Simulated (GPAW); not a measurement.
# Calculated records

**Quasiparticle gap of Cs2AgBiBr6 (Fm-3m) in GPAW**

Symmetry: Fm-3m, No. 225, cubic system. The conventional cell has a = 11.232 Å, b = 11.232 Å, c = 11.232 Å, α = 90.00°, β = 90.00°, γ = 90.00°. Nearest to Cs lie 12 Br at 3.97 Å. Ag has 6 Br at 2.80 Å nearest. Nearest to Bi lie 6 Br at 2.81 Å. Br has 1 Ag at 2.80 Å and 1 Bi at 2.81 Å and 4 Cs at 3.97 Å nearest. Farther neighbours and most contacts between anions are not listed.

```yaml
method: DFT, LDA, plane waves, PAW (and 1 further level or step)
program: GPAW 26.7.0
settings_of_one_run: cutoff 450 eV, GPAW PAW setups 1.2.1 data release, 2×2×2 k-mesh, nbands 431
cost: 4 runs, 14 min in all on 4 MPI ranks of Arm Neoverse V1, shared host (the runs of this entry)
notes: The cell and positions come from the Crystallography Open Database and are kept as given unless a step says otherwise. Limits: no spin-orbit coupling. The 2×2×2 mesh is coarse for this cell, which bears on the long-range parts of exchange and screening.
lda_gap: 1.08 eV, indirect
g0w0_gap_on_the_mesh: 2.09 eV
gw_settings: 2×2×2 mesh, 421 bands, screening to 65 eV, Godby-Needs plasmon pole
known_limits: not at the basis limit; d shell near the gap, gap tends to lie low; no spin-orbit coupling; coarse k mesh
```

G0W0 moves the gap on the mesh from 1.08 eV to 2.09 eV (+1.02 eV), with Z of 0.79 and 0.81 at the edges. Bands and cutoff are finite, so the gap is not at the basis limit. The miss can reach some tenths of an eV and take either sign; the mesh is an error of its own.

[Paths, hosts, dates, memory and timing lines, banners, echoed tables and standing remarks are left out of the program output.]

[Logs are printed without paths, hosts, clocks, repeated set-up lines and the standing remarks that a program may print on its own settings, such as how far it seeks lower states.]

[Runs of the session that timed out or met a known fault of the program may be left out.]

[Hosts, paths, dates, database ids (printed as entryN), source tags and the programs' standing remarks are cut or masked in the printed files.]
